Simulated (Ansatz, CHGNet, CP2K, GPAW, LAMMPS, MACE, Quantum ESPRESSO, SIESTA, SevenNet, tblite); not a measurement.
# Codes compared on amorphous Si (114 atoms)

How near do other programs and methods come to a plane-wave reference for amorphous Si (114 atoms)? A plane-wave run serves as the reference.

Method: Kohn-Sham DFT, PBE, PAW, plane waves, in Ansatz 0.2.0.

### 1. Set-up

The cell holds 114 atoms: 114 Si. Its edges and angles: a = 13.280 Å, b = 13.280 Å, c = 13.280 Å, α = 90.0°, β = 90.0°, γ = 90.0°. 114 atoms (114 Si) placed at random at 2.27 g/cm³, melted at 3500 K for 10 ps at fixed volume with the Tersoff potential (Tersoff, Phys. Rev. B 39, 5566 (1989)). Quenched from 3500 K to 700 K at 10 K/ps and fixed volume, annealed at 1200 K for 20 ps, held 5 ps.

### 2. Plane-wave reference

The PAW files are the set soft_2.

input.yaml

```yaml
crystal:
  lattice:
    - [13.2801, 0.0, 0.0]
    - [0.0, 13.2801, 0.0]
    - [0.0, 0.0, 13.2801]
  atoms:
    - { symbol: Si, position: [0.27271, 0.45527, 0.53575] }
    - { symbol: Si, position: [0.65663, 0.82404, 0.83841] }
    - { symbol: Si, position: [0.28044, 0.2847, 0.54529] }
    - { symbol: Si, position: [0.685, 0.36899, 0.78863] }
    [... 104 atom lines left out ...]
    - { symbol: Si, position: [0.9065, 0.50795, 0.33313] }
    - { symbol: Si, position: [0.15665, 0.41832, 0.27038] }
    - { symbol: Si, position: [0.85651, 0.26712, 0.96059] }
    - { symbol: Si, position: [0.63881, 0.04135, 0.03515] }
    - { symbol: Si, position: [0.62556, 0.03781, 0.21191] }
    - { symbol: Si, position: [0.22034, 0.94236, 0.57356] }
kpoints:
  mp_grid: { grid: [1, 1, 1] }
hamiltonian:
  xc: pbe
scf:
  occupations: { method: fermi_dirac, width: 0.05 }
output:
  forces: true
  eigenvalues: true
  populations: true
  stress: true
```

Launch:

```sh
> ansatz run input.yaml --threads 8 --pin off --max-ram 15872MiB --backend cpu --events-out ev --progress --plain --runs-dir out
```

Numbers of over 12 decimals in the logs are rounded to 6 here.

The program printed:

```text
[...]
Pseudopotentials: kind: paw
Pseudopotential: Si, paw, valence charge 4, recommended cutoff 420 eV (normal), Si.paw.azcp
[... 5 lines on functional and potentials left out ...]
Crystal: 114 atoms, lattice volume = 2342.092 Å³
Basis set: ecut = 420 eV, 45817 PW (Γ), exchange–correlation on 180×180×180 points (8 copies of the dense FFT grid, shifted against one another)
Bands: 342, of which v1, the nominal top of the filled ones, is band 228 counted from 1 (227 counted from 0)
Symmetry: 1 space group operations
Space group: P1 (ITA 1), of the structure as read, at distance tolerance 1.3e-4 Å
k-points: 1
[... 3 lines on functional and potentials left out ...]
Initial density: superposition of atomic densities (neutral atoms: chi_scale 0, normalization atom), corrected by the library's trained network
Initial wavefunctions: pseudopotential atomic-orbital guess
[...]
SCF iter   1: F=—  HF=-72453.631572 eV  |F-HF|=—  |Δ(HF+E_count)|=         —  Δρ=3.15e-3  dr2=9.51e-1  ethr=1.77e-3  ⟨swp⟩=6.0  Hψ=1584  notcnv=0  defer=57
preconditioner: auto → Kerker (q_TF=auto, 2.077 Å⁻¹)  [metal: Δε(μ)=0.080 eV  Ē_g=7.589 eV  σ=0.050 eV  W_gap=0.38  n_scr=364 (ndim 8)  ℏωp=16.4 eV  f_vac=0.000  D(μ)=19.86/eV (n_scr^D=80)]
[...]
SCF iter   9: F=—  HF=-72453.529454 eV  |F-HF|=—  |Δ(HF+E_count)|=   1.69e-7  Δρ=1.13e-6  dr2=1.39e-7  ethr=2.02e-10  ⟨swp⟩=2.0  Hψ=381  notcnv=0  defer=78
SCF iter  10: F=-72453.529455 eV  HF=-72453.529455 eV  |F-HF|=3.20e-9  |Δ(HF+E_count)|=   4.11e-8  Δρ=3.97e-7  dr2=1.70e-8  ethr=2.19e-11  ⟨swp⟩=16.0  Hψ=2193  notcnv=0
SCF 1 converged in 10 iterations: F = -72453.529455 eV  dr2 = 1.70e-8
[...]
SCF converged after 10 iterations
Free energy (F): -72453.529455 eV
Harris-Foulkes:  -72453.529455 eV  (|F-HF|=3.20e-9)
Internal energy: -72453.370225 eV  (E = F + TS)
E sigma→0 (E₀):  -72453.449840 eV
Entropy (-TS):   -0.159230 eV (-1.397 meV/atom)
Fermi energy:    6.116522 eV
--- Per-component energies (eV) ---
[...]
Σ components = -72453.529455   (vs F -72453.529455, Δ=0.00e0)
--- Forces (eV/Å), atoms counted from 1 ---
  atom   1  Si     0.20573525     0.44456141    -0.00628418
  atom   2  Si    -0.58392313    -0.60575910     0.41308443
  atom   3  Si     0.81755572    -0.84254483    -1.14191291
  atom   4  Si     0.46367044     0.45388369    -1.13773452
[...]
atom 114  Si    -0.03089638     0.08558868     0.63276097
  max |Σ_I F_I| component: 1.16e-5 eV/Å
--- Stress (GPa, compression-positive) ---
        1.395665       0.605487      -0.349343
        0.605487      -0.027285      -0.971605
       -0.349343      -0.971605       0.991776
  P = ⅓ Tr σ = 0.7867 GPa (7.867 kbar)
--- Band table (eV) ---
  k-point 0: bands = ["-6.1326", "-5.6980", "-5.5391", "-5.4218", [... 326 levels ...], "9.8103", "9.8327", "9.8605", "9.8826", "9.9312", "9.9334", "9.9883", "10.0234", "10.0705", "10.0921", "10.1194", "10.1496"]
--- Löwdin populations: 114 sites ---
  site symbol       q [e]
     0     Si      3.9638
     1     Si      3.9461
     2     Si      3.9436
[...]
113     Si      3.9346
  spilling = 0.011400 (of n_electrons = 456.000000)
```

Elapsed: 14 s, on 8 threads of Arm Neoverse V2, shared host; peak memory 2.5 GiB; 1.7 min of CPU time.

The run gave:

```
free energy                             : -72453.5295 eV
free energy per atom                    : -635.5573 eV/atom
SCF cycles                              : 10
pressure                                : 0.7867 GPa
r.m.s. force component                  : 0.8109 eV/Å
longest force                           : 3.958 eV/Å
Fermi energy                            : 6.117 eV
levels partly filled by over 2 per cent : 3
spilling of the projection              : 0.0114
```

Neighbours are counted within 2.88 Å (Si-Si).

Length of the force by element and coordination:

| element | coordination | atoms | mean length of the force (eV/Å) | spread | least | most |
| --- | --- | --- | --- | --- | --- | --- |
| Si | all | 114 | 1.25 | 0.633 | 0.128 | 3.96 |
| Si | 4 | 106 | 1.28 | 0.638 | 0.275 | 3.96 |
| Si | 5 | 8 | 0.893 | 0.426 | 0.128 | 1.46 |

The mean of these charges, 0.046 e, is only the charge that the projection spills.

Löwdin charges by element and coordination (they lack the spilled electrons, 0.046 e an atom on average):

| element | coordination | atoms | mean charge (e) | spread | least | most |
| --- | --- | --- | --- | --- | --- | --- |
| Si | all | 114 | 0.0456 | 0.0256 | -0.0492 | 0.131 |
| Si | 4 | 106 | 0.0467 | 0.0242 | -0.0321 | 0.131 |
| Si | 5 | 8 | 0.0311 | 0.0367 | -0.0492 | 0.0715 |

The levels nearest the highest filled one (over half full), pooled over k-points and spins:

| level less the highest filled one (eV) | occupation |
| --- | --- |
| -0.481 | 2 |
| -0.398 | 2 |
| -0.352 | 2.00 |
| -0.221 | 1.99 |
| -0.0761 | 1.85 |
| 0 | 1.46 |
| 0.0816 | 0.686 |
| 0.282 | 0.019 |
| 0.411 | 0.001 |
| 0.458 | 0.001 |
| 0.548 | 0 |
| 0.615 | 0 |

### 3. Structure statistics

Density 2.27 g/cm³, 20.54 Å³ an atom.

Pair distribution function in bins of 0.1 Å:

| r (Å) | total |
| --- | --- |
| 2.05 | 0.00 |
| 2.15 | 0.31 |
| 2.25 | 2.47 |
| 2.35 | 4.54 |
| 2.45 | 3.01 |
| 2.55 | 1.10 |
| 2.65 | 0.20 |
| 2.75 | 0.08 |
| 2.85 | 0.00 |
| 2.95 | 0.00 |
| 3.05 | 0.15 |
| 3.15 | 0.12 |
| 3.25 | 0.35 |
| 3.35 | 0.36 |
| 3.45 | 0.84 |
| 3.55 | 1.27 |
| 3.65 | 1.91 |
| 3.75 | 1.65 |
| 3.85 | 1.94 |
| 3.95 | 2.17 |
| 4.05 | 1.71 |
| 4.15 | 1.07 |
| 4.25 | 1.05 |
| 4.35 | 0.91 |
| 4.45 | 0.81 |
| 4.55 | 0.83 |
| 4.65 | 0.65 |
| 4.75 | 0.81 |
| 4.85 | 0.94 |
| 4.95 | 0.87 |
| 5.05 | 0.85 |
| 5.15 | 0.81 |
| 5.25 | 0.72 |
| 5.35 | 0.96 |
| 5.45 | 1.20 |
| 5.55 | 1.05 |
| 5.65 | 1.07 |
| 5.75 | 1.14 |
| 5.85 | 1.19 |
| 5.95 | 1.01 |
| 6.05 | 0.94 |
| 6.15 | 0.78 |
| 6.25 | 0.90 |
| 6.35 | 0.81 |

Bonds by pair of elements; cutoffs follow the first minimum of g(r), held within bounds set by covalent radii, and pairs that aren't listed don't count as bonded:

| pair A-B | cutoff (Å) | bonds | mean length (Å) | spread (Å) | shortest (Å) | B about A | A about B |
| --- | --- | --- | --- | --- | --- | --- | --- |
| Si-Si | 2.88 | 232 | 2.39 | 0.105 | 2.13 | 4.07 | 4.07 |

How many atoms have how many bonded neighbours:

| element | mean | 4 | 5 |
| --- | --- | --- | --- |
| Si | 4.07 | 106 | 8 |

Rings of the network by King's shortest-path rule, up to 12 atoms, one path for each pair of neighbours; H, halogens, alkali and alkaline-earth atoms are left out, and the last column divides by all other atoms, bonded or not:

| ring size (atoms) | rings | per network atom |
| --- | --- | --- |
| 3 | 1 | 0.009 |
| 4 | 5 | 0.044 |
| 5 | 64 | 0.561 |
| 6 | 93 | 0.816 |
| 7 | 45 | 0.395 |
| 8 | 2 | 0.018 |

### 4. The ladder

The programs:
- CHGNet: machine-learned potential, published weights.
- CP2K 2026.2: Gaussian basis with GTH pseudopotentials and a plane-wave density; labels give functional, basis (MOLOPT sets; SR short-range, UZH the newer set with its own potentials), grid cutoff/relative cutoff and solver (OT: orbital transformation; TRS4, TC2, SIGN: linear-scaling purification with its sparsity filter), or its built-in tight binding.
- GPAW 26.7.0: PAW with atomic orbitals (LCAO), plane waves or a real-space grid of spacing h.
- MACE: machine-learned potential, published weights.
- Quantum ESPRESSO 7.5: plane waves; labels (QE) give functional, pseudopotential set and cutoffs of waves/density.
- SIESTA 5.4.2: numerical atomic orbitals, whose automatically made sets are far from complete, with PseudoDojo norm-conserving potentials that we converted to its format (checked against plane waves on the same files for H, C, O, Si, Ge and Ca alone); labels give functional, basis size, energy shift and mesh cutoff.
- SevenNet: machine-learned potential, published weights.
- tblite 0.8.0: extended tight binding, driven from Python.

All use the same cell and atoms; the electronic-structure runs use the same k-mesh, and an electronic temperature of 580 K (0.05 eV) where levels are smeared.

Differences are against the plane-wave reference, forces as r.m.s. over components; share is that over the reference's r.m.s. force, slope the least-squares factor from reference forces to these. Total energies of different programs have different zeros and aren't compared.

| run | Δ force, r.m.s. (meV/Å) | share (%) | slope | Δ pressure (GPa) | cores | CPU time | memory (GiB) |
| --- | --- | --- | --- | --- | --- | --- | --- |
| reference | - | - | - | - | 8 | 1.7 min | 2.5 |
| CHGNet r2SCAN potential | 425 | 52.4 | 0.521 | -1.53 | 1 | 3.1 s | 0.87 |
| CP2K GFN1-xTB, diagonalisation | 240 | 29.6 | 1.180 | 6.15 | 1 | 56 s | 0.34 |
| CP2K LDA, DZVP-MOLOPT-SR, 350/50 Ry, diagonalisation | 61.6 | 7.60 | 0.959 | -3.69 | 2 | 3.9 min | 2.5 |
| CP2K PBE, DZVP-UZH, 175/50 Ry, diagonalisation (coarse) | 37.6 | 4.64 | 1.009 | -0.253 | 2 | 8.7 min | 1.3 |
| CP2K PBE, DZVP-UZH, 350/50 Ry, diagonalisation | 37.6 | 4.64 | 1.009 | -0.253 | 4 | 9.6 min | 4.0 |
| CP2K PBE, SZV-MOLOPT-SR, 350/50 Ry, diagonalisation (coarse) | 370 | 45.6 | 1.337 | 6.34 | 1 | 2.4 min | 2.3 |
| CP2K PBE, TZVP-UZH, 350/50 Ry, diagonalisation | 25.2 | 3.11 | 1.002 | -0.135 | 4 | 11 min | 4.3 |
| GPAW PBE, LCAO dzp, h 0.2 Å | 47.5 | 5.86 | 1.046 | - | 2 | 8.4 min | 2.8 |
| GPAW PBE, LCAO dzp, h 0.2 Å, other mixer settings | 47.4 | 5.84 | 1.046 | - | 2 | 11 min | 2.8 |
| GPAW PBE, LCAO dzp, h 0.22 Å (coarse) | 47.3 | 5.84 | 1.046 | - | 2 | 6.3 min | 2.1 |
| GPAW PBE, LCAO sz(dzp), h 0.2 Å (coarse) | 374 | 46.1 | 1.360 | - | 1 | 1.7 min | 1.9 |
| GPAW PBE, LCAO szp(dzp), h 0.2 Å (coarse) | 145 | 17.9 | 1.114 | - | 1 | 5.7 min | 2.5 |
| MACE MPA-0 medium potential | 185 | 22.8 | 0.839 | 0.0495 | 1 | 7.5 s | 1.0 |
| QE PBE, sssp-1.3.0-efficiency, 45/360 Ry | 2.09 | 0.257 | 1.002 | -0.0324 | 4 | 18 min | 9.2 |
| SIESTA PBE, DZ, shift 0.01 Ry, mesh 300 Ry (coarse) | 181 | 22.4 | 1.151 | 6.01 | 1 | 2.9 min | 1.2 |
| SIESTA PBE, DZP, shift 0.002 Ry, mesh 300 Ry | 65.3 | 8.05 | 1.064 | 1.28 | 2 | 21 min | 3.6 |
| SIESTA PBE, DZP, shift 0.01 Ry, mesh 300 Ry | 48.5 | 5.98 | 1.049 | 0.524 | 2 | 8.5 min | 2.4 |
| SIESTA PBE, SZ, shift 0.01 Ry, mesh 300 Ry (coarse) | 458 | 56.5 | 1.448 | 9.93 | 1 | 2 min | 0.99 |
| SevenNet 0 potential | 238 | 29.4 | 0.767 | 0.127 | 1 | 6.8 s | 0.87 |
| tblite GFN1-xTB | 309 | 38.2 | 1.151 | 8.76 | 1 | 8.8 s | 0.23 |

Rows marked coarse were listed beforehand as settings not expected to be converged; some can still land near the reference.

Times of the machine-learned potentials are mostly Python's start and the loading of weights.

CPU time is summed over cores on a shared host, where runs went side by side, so it is rough. Symmetry, cutoffs, thresholds, outputs and thread counts weren't matched or tuned between programs; memory under MPI is the largest rank's times the ranks.

Runs without a result: tblite GFN2-xTB (not converged).

Within one program, basis, potentials and functional, energies share a zero. Each run against its twin at the usual cutoff or grid and solver:

| run | twin | Δ energy (meV/atom) | Δ force, r.m.s. (meV/Å) | CPU time over the twin's |
| --- | --- | --- | --- | --- |
| CP2K PBE, DZVP-UZH, 175/50 Ry, diagonalisation | DZVP-UZH, 350/50 Ry, diagonalisation | -4.0e-4 | 0.054 | 0.91 (this twin ran on 4 cores) |
| GPAW PBE, LCAO dzp, h 0.2 Å, other mixer settings | LCAO dzp, h 0.2 Å | 0 | 0.805 | 1.3 |
| GPAW PBE, LCAO dzp, h 0.22 Å | LCAO dzp, h 0.2 Å | 2.29 | 2.96 | 0.76 |

### 5. Outcome

| Property | Result |
| --- | --- |
| reference r.m.s. force component | 0.811 eV/Å |
| nearest in forces | QE PBE, sssp-1.3.0-efficiency, 45/360 Ry, 0.26 % |
| farthest in forces | SIESTA PBE, SZ, shift 0.01 Ry, mesh 300 Ry (coarse), 56 % |
| cheapest electronic-structure run beside the reference | tblite GFN1-xTB, 8.8 s of CPU time |

What this shows: PBE on plane waves or a grid with other potentials, cutoffs or grids, coarse settings apart, differs from the reference by 0.26 % (QE PBE, sssp-1.3.0-efficiency, 45/360 Ry) of the r.m.s. force; this holds the reference's own error, so differences of a few per cent don't tell which side is nearer the exact PBE result (QE's 45 Ry are 612 eV, against the reference's 420 eV). The PBE runs in local orbitals, coarse settings apart, differ by 3.1 % (CP2K PBE, TZVP-UZH, 350/50 Ry, diagonalisation) to 8.0 % (SIESTA PBE, DZP, shift 0.002 Ry, mesh 300 Ry); basis, grid and potentials can all enter. Tight binding differs by 30 % (CP2K GFN1-xTB, diagonalisation) to 38 % (tblite GFN1-xTB); it is another model, with fitted parameters of its own, and the xTB methods hold dispersion. Machine-learned potentials differ by 23 % (MACE MPA-0 medium potential) to 52 % (CHGNet r2SCAN potential); they were trained on other programs' data, some at another functional. Among those trained on PBE data the slope goes as low as 0.77, which softening far from their training structures can give, though the reference's k-sampling is untested too. Rows with another functional or a dispersion term differ by 7.6 % (CP2K LDA, DZVP-MOLOPT-SR, 350/50 Ry, diagonalisation), which mixes the change of model with differences of basis and potentials. CP2K GFN1-xTB, diagonalisation needed 108 SCF steps, so its time overstates the method's usual cost. Runs with settings chosen to be coarse differ by 4.6 % (CP2K PBE, DZVP-UZH, 175/50 Ry, diagonalisation) to 56 % (SIESTA PBE, SZ, shift 0.01 Ry, mesh 300 Ry), their programs' other errors included. One electronic-structure run takes under half the reference's CPU time: tblite GFN1-xTB, at 38 % in 8.8 s against 1.7 min; its pressure misses by +8.8 GPa. SIESTA PBE, SZ, shift 0.01 Ry, mesh 300 Ry stiffens the forces by a factor of 1.45 while following their directions (correlation 0.973); the slopes of the 4 SIESTA runs lie between 1.05 and 1.45. In pressure, SIESTA PBE, SZ, shift 0.01 Ry, mesh 300 Ry misses by +9.9 GPa, at the same functional. In the reference: counting bands leaves a spacing of only 0.082 eV (at Γ alone), which the smearing bridges: 3 levels are partly filled by over 2 %, so a gap, if any, is small at this level. In the reference: Löwdin charges run from -0.05 to +0.13 e, about a mean that is the spilled charge alone. Periodic xTB results under one method name differ between programs and library versions. Machine-learned potentials mimic data converged in k, so the reference's own k-point error enters their differences. The quench rate of 10 K/ps is many orders above laboratory rates, so the cell is likely richer in defects and strain than a real sample. The network of bonds at the start is that of the classical potential that made the cell, and needn't be the one that DFT or experiment would give. The electronic-structure runs sample only Γ, in a cell whose shortest periodic width is 13 Å, which is coarse for a cell with partly filled levels.

[Also dropped from logs without a mark: logging warnings of Python, and SIESTA's first energy breakdown and zero terms.]

[Logs are printed without paths, hosts, clocks, repeated set-up lines and the standing remarks that a program may print on its own settings, such as how far it seeks lower states.]

[Hosts, paths, dates, database ids (printed as entryN), source tags and the programs' standing remarks are cut or masked in the printed files.]
